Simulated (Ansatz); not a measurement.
# TiB2 (P6/mmm): zone-centre modes under pressure

Aim: how do the optical modes of TiB2 (P6/mmm) move with volume?

Calculated with Ansatz 0.2.0; DFT PBEsol, scalar-relativistic, plane waves, PAW; PAW set soft_1.

## Step 1: Set-up

The structure is hexagonal, space group P6/mmm (No. 191). Conventional cell: a = 3.029 Å, b = 3.029 Å, c = 3.228 Å, α = 90.00°, β = 90.00°, γ = 120.00°. Nearest to B lie 3 B at 1.75 Å and 6 Ti at 2.38 Å. Nearest to Ti lie 12 B at 2.38 Å. Farther neighbours are not listed.

## Step 2: Relaxation

The cell and atoms are relaxed, since residual forces and stress would shift the frequencies.

input.yaml

```yaml
crystal:
  lattice:
    - [3.0292, 0.0, 0.0]
    - [-1.5146, 2.6233641531, 0.0]
    - [0.0, 0.0, 3.2284]
  atoms:
    - { symbol: B, position: [0.33333333, 0.66666667, 0.5] }
    - { symbol: B, position: [0.66666667, 0.33333333, 0.5] }
    - { symbol: Ti, position: [0.0, 0.0, 0.0] }
kpoints:
  mp_grid: { grid: [15, 15, 14] }
hamiltonian:
  xc: pbesol
  pseudopotentials: { kind: paw, azcp: { folder: soft_1 }, xc_functional: pbe }
scf:
  occupations: { method: gaussian, width: 0.1 }
output:
  forces: true
  stress: true
  eigenvalues: true
  write_density: true
  write_potential: true
  elf: true
  volumetric_format: npy
relax:
  adjacent_minimum: "off"
  f_tol: 0.005
  max_steps: 80
  cell: { stress_tol: 0.05 }
```

The run is started by

```console
$ ansatz run input.yaml --threads 4 --pin off --max-ram 10240MiB --backend cpu --events-out ev --progress --plain --runs-dir out
```

Numbers of over 12 decimals in the logs are rounded to 6 here.

Output:

```text
Engine: ansatz 0.2.0, x86_64-unknown-linux-gnu
Pseudopotentials: kind: paw
Pseudopotential: B, paw, valence charge 3, recommended cutoff 420 eV (normal), soft_1/B.paw.azcp
Pseudopotential: Ti, paw, valence charge 12, recommended cutoff 420 eV (normal), soft_1/Ti.paw.azcp
Functional definition: PBEsol
  exchange = pbesol_x
  correlation = pbesol_c
Crystal: 3 atoms, lattice volume = 25.655 Å³
Basis set: ecut = 420 eV, 503 PW (Γ), exchange–correlation on 48×48×48 points (8 copies of the dense FFT grid, shifted against one another)
Bands: 13, of which v1, the nominal top of the filled ones, is band 9 counted from 1 (8 counted from 0)
Symmetry: 24 space group operations
Space group: P6/mmm (ITA 191), of the structure as read, at distance tolerance 2.9e-5 Å
k-points: 216 of 3150
Non-local potential: B, projectors of the file, l = 0: 2, l = 1: 2, l = 2: 1
Non-local potential: Ti, projectors of the file, l = 0: 3, l = 1: 2, l = 2: 3, l = 3: 1
PAW form: soft (Blöchl's): semilocal exchange-correlation on the pseudo side does not see the compensation charge
PAW frozen core: B, regenerated for the run's functional, and the local potential with it (the file was generated under x = pbe(κ = 0.804, μ = 0.219515), c = pbe(β = 0.066725))
PAW frozen core: Ti, regenerated for the run's functional, and the local potential with it (the file was generated under x = pbe(κ = 0.804, μ = 0.219515), c = pbe(β = 0.066725))
PAW one-centre angular grid: B, 110 points (default); XC on 64 Gauss nodes
PAW one-centre angular grid: Ti, 590 points (default); XC on 64 Gauss nodes
Initial density: superposition of atomic densities (chi_scale 0.1, normalization cell, long waves kept (reshape's long-wave potential 0.00 eV rms))
Initial wavefunctions: pseudopotential atomic-orbital guess
Functional: x = pbesol(κ = 0.804, μ = 0.123457), c = pbesol(β = 0.046)
SCF iter   1: F=—  HF=-2783.764950 eV  |F-HF|=—  |Δ(HF+E_count)|=         —  Δρ=1.06e-1  dr2=4.55e0  ethr=3.10e-3  ⟨swp⟩=4.4  Hψ=13511  notcnv=0
preconditioner: auto → none  [metal: Δε(μ)=0.093 eV  Ē_g=9.434 eV  σ=0.100 eV  W_gap=0.41  n_scr=8 (ndim 8)  ℏωp=23.2 eV  f_vac=0.000  D(μ)=0.31/eV (n_scr^D=0)  sad-step TF]
SCF iter   2: F=—  HF=-2783.154678 eV  |F-HF|=—  |Δ(HF+E_count)|=   6.10e-1  Δρ=7.03e-2  dr2=2.17e0  ethr=3.10e-3  ⟨swp⟩=2.0  Hψ=5384  notcnv=0
SCF iter   3: F=—  HF=-2782.621898 eV  |F-HF|=—  |Δ(HF+E_count)|=   5.33e-1  Δρ=8.68e-3  dr2=2.42e-2  ethr=3.10e-3  ⟨swp⟩=3.1  Hψ=5485  notcnv=0
SCF iter   4: F=—  HF=-2782.619404 eV  |F-HF|=—  |Δ(HF+E_count)|=   2.49e-3  Δρ=1.04e-3  dr2=2.19e-4  ethr=1.34e-4  ⟨swp⟩=2.0  Hψ=5375  notcnv=0
SCF iter   5: F=—  HF=-2782.619459 eV  |F-HF|=—  |Δ(HF+E_count)|=   5.49e-5  Δρ=3.02e-4  dr2=3.67e-5  ethr=1.22e-6  ⟨swp⟩=2.0  Hψ=3901  notcnv=0
SCF iter   6: F=—  HF=-2782.619448 eV  |F-HF|=—  |Δ(HF+E_count)|=   1.03e-5  Δρ=8.27e-5  dr2=2.20e-6  ethr=2.04e-7  ⟨swp⟩=2.3  Hψ=4019  notcnv=0
SCF iter   7: F=-2782.619448 eV  HF=-2782.619448 eV  |F-HF|=5.62e-9  |Δ(HF+E_count)|=   4.88e-7  Δρ=5.34e-6  dr2=6.59e-9  ethr=5.56e-10  ⟨swp⟩=5.5  Hψ=15150  notcnv=0
SCF 1 converged in 7 iterations: F = -2782.619448 eV  dr2 = 6.59e-9
  greatest PAW one-centre occupation: 0.998 electrons in one spin orbital (limit 2), on the Ti atom at site 2 (counted from 0), in its partial waves of l = 0
relax step   1: F+E_penalty+E_count = -2782.61944782 eV  Δ(F+E_penalty+E_count) = +0.000e0 eV  max|allowed force component| = 4.441e-16 eV/Å  Δτ_max = 0.0000 Å  P = -5.186 GPa  Ω = 25.655 Å³  (7 SCF iters, dr2 threshold 1.00e-7 eV, accepted)
Crystal: 3 atoms, lattice volume = 25.201 Å³
Initial density: handed on by an earlier stage of this run
Initial wavefunctions: those handed on with the density
iter 1 solved again at ethr=1.98e-5 eV; its pass at ethr=3.10e-3 eV (dr2=3.56e-3 eV) is discarded
SCF iter   1: F=—  HF=-2782.630604 eV  |F-HF|=—  |Δ(HF+E_count)|=         —  Δρ=2.67e-3  dr2=3.30e-3  ethr=1.98e-5  ⟨swp⟩=1.4  Hψ=17716  notcnv=0
preconditioner: auto → none  [metal: Δε(μ)=0.007 eV  Ē_g=8.259 eV  σ=0.100 eV  W_gap=0.04  n_scr=8 (ndim 8)  ℏωp=23.4 eV  f_vac=0.000  D(μ)=0.37/eV (n_scr^D=0)]
SCF iter   2: F=—  HF=-2782.629931 eV  |F-HF|=—  |Δ(HF+E_count)|=   6.73e-4  Δρ=9.71e-4  dr2=4.16e-4  ethr=1.83e-5  ⟨swp⟩=1.9  Hψ=3071  notcnv=0
SCF iter   3: F=—  HF=-2782.629844 eV  |F-HF|=—  |Δ(HF+E_count)|=   8.67e-5  Δρ=1.09e-4  dr2=1.24e-6  ethr=2.31e-6  ⟨swp⟩=2.1  Hψ=3333  notcnv=0
SCF iter   4: F=—  HF=-2782.629843 eV  |F-HF|=—  |Δ(HF+E_count)|=   9.81e-7  Δρ=1.84e-5  dr2=3.77e-8  ethr=6.89e-9  ⟨swp⟩=2.2  Hψ=4065  notcnv=0
iter 5 did not close the SCF: its close was put off for the readings that it lacked (scf_convergence_deferred on its scf_iter line)
SCF iter   5: F=-2782.629843 eV  HF=-2782.629843 eV  |F-HF|=1.36e-9  |Δ(HF+E_count)|=   1.80e-8  Δρ=3.27e-6  dr2=2.56e-9  ethr=2.10e-10  ⟨swp⟩=2.1  Hψ=4546  notcnv=0
SCF iter   6: F=-2782.629843 eV  HF=-2782.629843 eV  |F-HF|=7.28e-12  |Δ(HF+E_count)|=  1.73e-10  Δρ=2.84e-7  dr2=1.01e-11  ethr=1.42e-11  ⟨swp⟩=4.2  Hψ=12614  notcnv=0
SCF 2 converged in 6 iterations: F = -2782.629843 eV  dr2 = 1.01e-11
relax step   2: F+E_penalty+E_count = -2782.62984334 eV  Δ(F+E_penalty+E_count) = -1.040e-2 eV  max|allowed force component| = 2.159e-16 eV/Å  Δτ_max = 0.0000 Å  P = -1.054 GPa  Ω = 25.201 Å³  energy of the carried Pulay correction = +3.900e-4 eV  (6 SCF iters, dr2 threshold 3.00e-7 eV, accepted)
Crystal: 3 atoms, lattice volume = 25.099 Å³
iter 1 solved again at ethr=3.49e-6 eV; its pass at ethr=3.10e-3 eV (dr2=6.29e-4 eV) is discarded
SCF iter   1: F=—  HF=-2782.630554 eV  |F-HF|=—  |Δ(HF+E_count)|=         —  Δρ=1.26e-3  dr2=6.37e-4  ethr=3.49e-6  ⟨swp⟩=1.4  Hψ=16420  notcnv=0
preconditioner: auto → none  [metal: Δε(μ)=0.017 eV  Ē_g=8.263 eV  σ=0.100 eV  W_gap=0.09  n_scr=8 (ndim 8)  ℏωp=23.4 eV  f_vac=0.000  D(μ)=0.37/eV (n_scr^D=0)]
SCF iter   2: F=—  HF=-2782.630423 eV  |F-HF|=—  |Δ(HF+E_count)|=   1.31e-4  Δρ=4.57e-4  dr2=8.84e-5  ethr=3.49e-6  ⟨swp⟩=1.7  Hψ=3011  notcnv=0
SCF iter   3: F=—  HF=-2782.630397 eV  |F-HF|=—  |Δ(HF+E_count)|=   2.53e-5  Δρ=2.95e-5  dr2=9.56e-8  ethr=4.91e-7  ⟨swp⟩=2.3  Hψ=3552  notcnv=0
iter 4 did not close the SCF: its close was put off for the readings that it lacked (scf_convergence_deferred on its scf_iter line)
SCF iter   4: F=-2782.630397 eV  HF=-2782.630397 eV  |F-HF|=1.09e-11  |Δ(HF+E_count)|=   3.85e-8  Δρ=6.41e-6  dr2=4.06e-9  ethr=5.31e-10  ⟨swp⟩=2.3  Hψ=4000  notcnv=0
iter 5 did not close the SCF: its close was put off for the readings that it lacked (scf_convergence_deferred on its scf_iter line)
SCF iter   5: F=-2782.630397 eV  HF=-2782.630397 eV  |F-HF|=1.82e-12  |Δ(HF+E_count)|=  8.42e-10  Δρ=5.80e-7  dr2=2.13e-11  ethr=2.26e-11  ⟨swp⟩=2.6  Hψ=4596  notcnv=0
SCF iter   6: F=-2782.630397 eV  HF=-2782.630397 eV  |F-HF|=4.55e-13  |Δ(HF+E_count)|=  5.46e-12  Δρ=8.89e-8  dr2=1.43e-12  ethr=1.00e-12  ⟨swp⟩=3.8  Hψ=10666  notcnv=0
SCF 3 converged in 6 iterations: F = -2782.630397 eV  dr2 = 1.43e-12
relax step   3: F+E_penalty+E_count = -2782.63039736 eV  Δ(F+E_penalty+E_count) = -5.540e-4 eV  max|allowed force component| = 1.912e-16 eV/Å  Δτ_max = 0.0000 Å  P = +0.132 GPa  Ω = 25.099 Å³  energy of the carried Pulay correction = +4.865e-4 eV  (6 SCF iters, dr2 threshold 3.00e-7 eV, accepted)
[...]
relax step   4: F+E_penalty+E_count = -2782.63039831 eV  Δ(F+E_penalty+E_count) = -9.511e-7 eV  max|allowed force component| = 2.961e-16 eV/Å  Δτ_max = 0.0000 Å  P = +0.000 GPa  Ω = 25.110 Å³  energy of the carried Pulay correction = +4.762e-4 eV  (6 SCF iters, dr2 threshold 1.16e-7 eV, accepted)
Initial wavefunctions: pseudopotential atomic-orbital guess (no wavefunctions were taken with the density)
iter 1 solved again at ethr=1.58e-9 eV; its pass at ethr=3.10e-3 eV (dr2=2.84e-7 eV) is discarded
SCF iter   1: F=—  HF=-2782.629963 eV  |F-HF|=—  |Δ(HF+E_count)|=         —  Δρ=4.11e-5  dr2=4.61e-8  ethr=1.58e-9  ⟨swp⟩=3.1  Hψ=22155  notcnv=0
preconditioner: auto → none  [metal: Δε(μ)=0.013 eV  Ē_g=8.248 eV  σ=0.100 eV  W_gap=0.07  n_scr=8 (ndim 8)  ℏωp=23.4 eV  f_vac=0.000  D(μ)=0.37/eV (n_scr^D=0)]
SCF iter   2: F=—  HF=-2782.629962 eV  |F-HF|=—  |Δ(HF+E_count)|=   8.91e-7  Δρ=2.06e-5  dr2=1.13e-8  ethr=2.56e-10  ⟨swp⟩=2.0  Hψ=4223  notcnv=0
SCF iter   3: F=—  HF=-2782.629962 eV  |F-HF|=—  |Δ(HF+E_count)|=   2.64e-8  Δρ=1.16e-6  dr2=9.30e-11  ethr=6.28e-11  ⟨swp⟩=2.1  Hψ=4003  notcnv=0
iter 4 did not close the SCF: its close was put off for the readings that it lacked (scf_convergence_deferred on its scf_iter line)
SCF iter   4: F=-2782.629962 eV  HF=-2782.629962 eV  |F-HF|=0.00e0  |Δ(HF+E_count)|=  4.27e-11  Δρ=1.31e-7  dr2=1.25e-12  ethr=1.00e-12  ⟨swp⟩=3.0  Hψ=4755  notcnv=0
iter 5 did not close the SCF: its close was put off for the readings that it lacked (scf_convergence_deferred on its scf_iter line)
SCF iter   5: F=-2782.629962 eV  HF=-2782.629962 eV  |F-HF|=0.00e0  |Δ(HF+E_count)|=    0.00e0  Δρ=2.67e-8  dr2=8.19e-14  ethr=1.00e-12  ⟨swp⟩=1.0  Hψ=2808  notcnv=0
iter 6 did not close the SCF: its close was put off for the readings that it lacked (scf_convergence_deferred on its scf_iter line)
SCF iter   6: F=-2782.629962 eV  HF=-2782.629962 eV  |F-HF|=0.00e0  |Δ(HF+E_count)|=  4.55e-13  Δρ=3.62e-9  dr2=1.48e-15  ethr=1.00e-12  ⟨swp⟩=1.0  Hψ=2808  notcnv=0
iter 7 did not close the SCF: its close was put off for the readings that it lacked (scf_convergence_deferred on its scf_iter line)
SCF iter   7: F=-2782.629962 eV  HF=-2782.629962 eV  |F-HF|=0.00e0  |Δ(HF+E_count)|=  4.55e-13  Δρ=4.12e-10  dr2=2.93e-17  ethr=1.00e-12  ⟨swp⟩=1.0  Hψ=2808  notcnv=0
SCF iter   8: F=-2782.629962 eV  HF=-2782.629962 eV  |F-HF|=0.00e0  |Δ(HF+E_count)|=    0.00e0  Δρ=5.67e-11  dr2=4.05e-19  ethr=1.00e-12  ⟨swp⟩=1.1  Hψ=6511  notcnv=0
SCF 5 converged in 8 iterations: F = -2782.629962 eV  dr2 = 4.05e-19
relax step   5: F+E_penalty+E_count = -2782.62996206 eV  Δ(F+E_penalty+E_count) = +4.363e-4 eV  max|allowed force component| = 2.961e-16 eV/Å  Δτ_max = 0.0000 Å  P = -0.013 GPa  Ω = 25.110 Å³  stress off target by 1.43e-2 GPa  SCF on the basis re-selected at this cell (its energy is not comparable with the rows above)  (8 SCF iters)
basis re-selected at this cell: Δ(F+E_penalty+E_count) = +4.363e-4 eV, ΔP = -0.013 GPa vs the last step (what re-selecting the basis moved, of the pressure what is left beyond the Pulay correction that the steps carried, after the strain that the cell walked since its last selection, with what the two solves' SCF thresholds leave and, on support functions, any second-order correction that the steps lacked; it is no m [...]
SCF converged after 8 iterations
Free energy (F): -2782.629962 eV
Harris-Foulkes:  -2782.629962 eV  (|F-HF|=0.00e0)
Internal energy: -2782.628130 eV  (E = F + TS)
E sigma→0 (E₀):  -2782.629046 eV
Entropy (-TS):   -0.001832 eV (-0.611 meV/atom)
Fermi energy:    15.378134 eV
--- Per-component energies (eV) ---
  E_band       = -88.868368
  E_kinetic    = 384.683882
  E_local      = -828.826637  (includes V_loc(G=0)·N_el)
  E_nonlocal   = 77.202732
  E_hartree    = 341.438012
  E_xc         = -183.852002
  E_vxc        = -226.495184  (∫ρ·V_xc dr)
  E_paw        = -1167.224141  (= ΣΔE_a)
  E_vpaw       = -178.309105  (= ΣTr[D̂ρ^β])
  E_aug_tail   = -0.000080  (compensation charges beyond the density's cutoff)
  E_ewald      = -1406.218702
  E_core_change = 0.168806  (= ΣΔE_core)
  E_smearing   = -0.001832  (= −TS)
  E_closure    = 0.000000  (closes the sum)
  Σ components = -2782.629962   (vs F -2782.629962, Δ=0.00e0)
--- Forces (eV/Å), atoms counted from 1 ---
  atom   1  B      0.00000000    -0.00000000    -0.00000000
  atom   2  B     -0.00000000     0.00000000     0.00000000
  atom   3  Ti    -0.00000000    -0.00000000     0.00000000
  max |Σ_I F_I| component: 1.05e-30 eV/Å
--- Stress (GPa, compression-positive) ---
       -0.012106       0.000000      -0.000000
        0.000000      -0.012106      -0.000000
       -0.000000      -0.000000      -0.014295
  P = ⅓ Tr σ = -0.0128 GPa (-0.128 kbar)
--- Band table (eV; the first three rows and the last of 216) ---
  k-point 0: bands = [... 5 lower, 12.6448, 12.6448, 13.1561, 13.1791, 17.3306, 17.3306, 19.2047, 19.2047]
  k-point 1: bands = [... 5 lower, 12.2474, 12.7010, 12.7010, 14.0165, 17.1341, 17.1341, 19.0786, 19.0786]
  k-point 2: bands = [... 5 lower, 11.2780, 12.8682, 12.8682, 14.7912, 16.6843, 16.6843, 18.7204, 18.7204]
  k-point 215: bands = [... 5 lower, 6.7278, 9.6203, 12.1368, 12.1368, 18.0082, 19.8281, 19.8281, 20.0201]
--- Relaxed structure (4 steps of the walk, 4 accepted, 1 SCFs on fresh bases) ---
  F+E_penalty+E_count = -2782.62996206 eV   max|allowed force component| = 2.961e-16 eV/Å   (the final SCF, on the basis selected at the relaxed cell)
  cell:  # Å, volume = 25.1099 Å³
    - [3.017441, 0.0, 0]
    - [-1.508720, 2.613180, 0]
    - [0, 0, 3.184470]
  atoms:
    - { symbol: B, position: [0.333333, 0.666667, 0.500000] }
    - { symbol: B, position: [0.666667, 0.333333, 0.500000] }
    - { symbol: Ti, position: [0, 0, 0] }
```

Elapsed: 6.7 s, on 4 threads of AMD EPYC 7B13 (Zen 3), shared host; peak memory 0.45 GiB.

Step by step:

```tsv
step	energy less that of the first step (eV)	largest force component (eV/Å)	pressure (GPa)	volume (Å³)
1	0.0000	0.0000	-5.19	25.66
2	-0.0104	0.0000	-1.05	25.20
3	-0.0109	0.0000	0.13	25.10
4	-0.0109	0.0000	0.00	25.11
5*	-0.0105	0.0000	-0.01	25.11
```

Relaxation steps marked * repeat the geometry before them on a plane-wave basis chosen anew for their cell, so energy and pressure can jump there.

The run keeps the 24 symmetry operations that it works with, so distortions that break them were not tested.

```tsv
conventional cell, symmetrised	before	after	change
a (Å)	3.029	3.017	-0.4 %
b (Å)	3.029	3.017	-0.4 %
c (Å)	3.228	3.184	-1.4 %
volume (Å³/atom)	8.55	8.37	-2.1 %
```

Final coordinates:

```cif
data_structure
_symmetry_space_group_name_H-M 'P 1'
_symmetry_Int_Tables_number 1
_cell_length_a 3.0174
_cell_length_b 3.0174
_cell_length_c 3.1845
_cell_angle_alpha 90.000
_cell_angle_beta 90.000
_cell_angle_gamma 120.000
_cell_volume 25.11
loop_
_atom_site_label
_atom_site_type_symbol
_atom_site_fract_x
_atom_site_fract_y
_atom_site_fract_z
_atom_site_occupancy
B1 B 0.33333 0.66667 0.50000 1
B2 B 0.66667 0.33333 0.50000 1
Ti3 Ti 0.00000 0.00000 0.00000 1
```

Numbers from this step:

```yaml
pressure: -0.01284 GPa
volume_per_atom: 8.370 Å³
gap_on_the_k_mesh: 0 eV
```

ELF in the ab plane at fractional z = 0.500, with atoms of B within 0.2 Å of it. It is the smooth field of the valence electrons, not physical close to the nuclei.

Ten even steps from '_' (0.00) to '@' (0.86):
```
::::--++##%%@@@@@@@@%%##++--::::
----++**##############**++----::
==++****++==----==++****++==----
**####++::______::++####**++++++
##%%##==________==##%%####****##
@@@@##--______--##@@@@%%##**##%%
@@@@##--____--##@@@@@@##++++##@@
@@@@##==::==##@@@@@@##==::==##@@
@@@@##++++##@@@@@@##--____--##@@
@@%%##**##%%@@@@##--______--##@@
####****####%%##==________==##%%
**++++++**####++::______::++####
==----==++****++==----==++****++
--::----++**##############**++--
::::::--++##%%@@@@@@@@%%##++--::
::::--==**##@@@@@@@@@@##**==--::
```
Columns run along a (3.0 Å), rows up along b (3.0 Å). Atoms in or near the plane, at fractional coordinates: B at (0.33, 0.67), B at (0.67, 0.33).

Electrostatic potential energy in the ab plane at fractional z = 0.500, with atoms of B within 0.2 Å of it. With pseudopotentials it is smooth inside the atoms' cores, unlike the true potential.

Values in eV, 16 rows by 16 columns:
```
 15  15  15  14  12  10   6   2   2   6  10  12  14  15  15  15
 15  15  14  12   8  -1 -10 -14 -10  -1   8  12  14  15  15  15
 15  14  12   7  -7 -20 -25 -25 -20  -7   7  12  14  15  15  15
 14  12   8  -7 -23 -28 -27 -28 -23  -7   8  12  14  14  14  14
 12  10  -1 -20 -28 -25 -25 -28 -20  -1  10  12  12  12  12  12
 10   6 -10 -25 -27 -25 -27 -25 -10   5  10  10   8   7   8  10
  8   2 -14 -25 -28 -28 -25 -14   2   8   5  -1  -7  -7  -1   6
  7   2 -10 -20 -23 -20 -10   2   7   2 -10 -20 -23 -20 -10   2
  8   6  -1  -7  -7  -1   5   8   2 -14 -25 -28 -28 -25 -14   2
 10  10   8   7   8  10  10   5 -10 -25 -27 -25 -27 -25 -10   6
 12  12  12  12  12  12  10  -1 -20 -28 -25 -25 -28 -20  -1  10
 14  14  14  14  14  12   8  -7 -23 -28 -27 -28 -23  -7   8  12
 15  15  15  15  14  12   7  -7 -20 -25 -25 -20  -7   7  12  14
 15  15  15  15  14  12   8  -1 -10 -14 -10  -1   8  12  14  15
 15  15  15  15  14  12  10   6   2   2   6  10  12  14  15  15
 15  15  15  15  14  12  10   8   7   8  10  12  14  15  15  15
```
Columns run along a (3.0 Å; values clipped at the 3rd and 97th percentile), rows up along b (3.0 Å). Atoms in or near the plane, at fractional coordinates: B at (0.33, 0.67), B at (0.67, 0.33).

Valence density in the ab plane at fractional z = 0.500, with atoms of B within 0.2 Å of it. It is the smooth field of the valence electrons, not physical close to the nuclei.

Ten even steps from '0' (0.19 e/Å³) to '9' (0.86 e/Å³):
```
0012368998632100
0123579997532100
1235788887532111
2357765677532222
4678633687643333
6898535898665556
8998668998877778
9998789999987899
8877778899866899
6655566898535898
4333346786336876
2222235776567753
1111235788887532
0001235799975321
0001236899863210
0001246898642100
```
Columns run along a (3.0 Å), rows up along b (3.0 Å). Atoms in or near the plane, at fractional coordinates: B at (0.33, 0.67), B at (0.67, 0.33).

In this step the volume went from 8.55 to 8.37 Å³/atom.

## Step 3: Tight relaxation

Phonons need small forces and stress, so the relaxation is finished with tight tolerances on 15×15×16 k points.

input.yaml

```yaml
crystal:
  lattice:
    - [3.0174406618, 0.0, 0.0]
    - [-1.5087203309, 2.6131802675, 0.0]
    - [0.0, 0.0, 3.1844703872]
  atoms:
    - { symbol: B, position: [0.3333333333, 0.6666666667, 0.5] }
    - { symbol: B, position: [0.6666666667, 0.3333333333, 0.5] }
    - { symbol: Ti, position: [0.0, 0.0, 0.0] }
kpoints:
  mp_grid: { grid: [15, 15, 16] }
hamiltonian:
  xc: pbesol
  pseudopotentials: { kind: paw, azcp: { folder: soft_1 }, xc_functional: pbe }
scf:
  occupations: { method: methfessel_paxton, width: 0.2 }
output:
  forces: true
  stress: true
  eigenvalues: true
relax:
  adjacent_minimum: "off"
  f_tol: 0.001
  max_steps: 60
  cell: { stress_tol: 0.01 }
```

Output:

```text
[...]
Crystal: 3 atoms, lattice volume = 25.110 Å³
Basis set: ecut = 420 eV, 503 PW (Γ), exchange–correlation on 48×48×48 points (8 copies of the dense FFT grid, shifted against one another)
Bands: 13, of which v1, the nominal top of the filled ones, is band 9 counted from 1 (8 counted from 0)
Symmetry: 24 space group operations
[...]
k-points: 243 of 3600
[...]
k-point 242: bands = [... 5 lower, 6.7287, 9.6218, 12.1376, 12.1376, 18.0105, 19.8305, 19.8305, 20.0219]
--- Relaxed structure (2 steps of the walk, 2 accepted, 1 SCFs on fresh bases) ---
[...]
cell:  # Å, volume = 25.1080 Å³
    - [3.017496, 0, 0]
    - [-1.508748, 2.613228, 0]
    - [0, 0, 3.184107]
  atoms:
    - { symbol: B, position: [0.333333, 0.666667, 0.5] }
    - { symbol: B, position: [0.666667, 0.333333, 0.5] }
    - { symbol: Ti, position: [0, 0, 0] }
[key lines of the parts left out:]
SCF converged after 4 iterations
Free energy (F): -2782.629058 eV
Fermi energy:    15.388554 eV
P = ⅓ Tr σ = -0.0035 GPa (-0.035 kbar)
```

Run time: 4 s. Hardware: 4 threads; peak memory 0.43 GiB.

Little changed from the start: no atom moved by 0.005 Å and no cell edge by 0.1 %.

Numbers from this step:

```yaml
pressure: -0.003492 GPa
volume_per_atom: 8.369 Å³
```

The forces vanish by symmetry and the pressure is -0.003 GPa, within the tolerances set. The cell now holds 8.37 Å³/atom.

(Part 1 of 2 ends here.)

[Logs are printed without paths, hosts, clocks, repeated set-up lines and the standing remarks that a program may print on its own settings, such as how far it seeks lower states.]

[Hosts, paths, dates, database ids (printed as entryN), source tags and the programs' standing remarks are cut or masked in the printed files.]
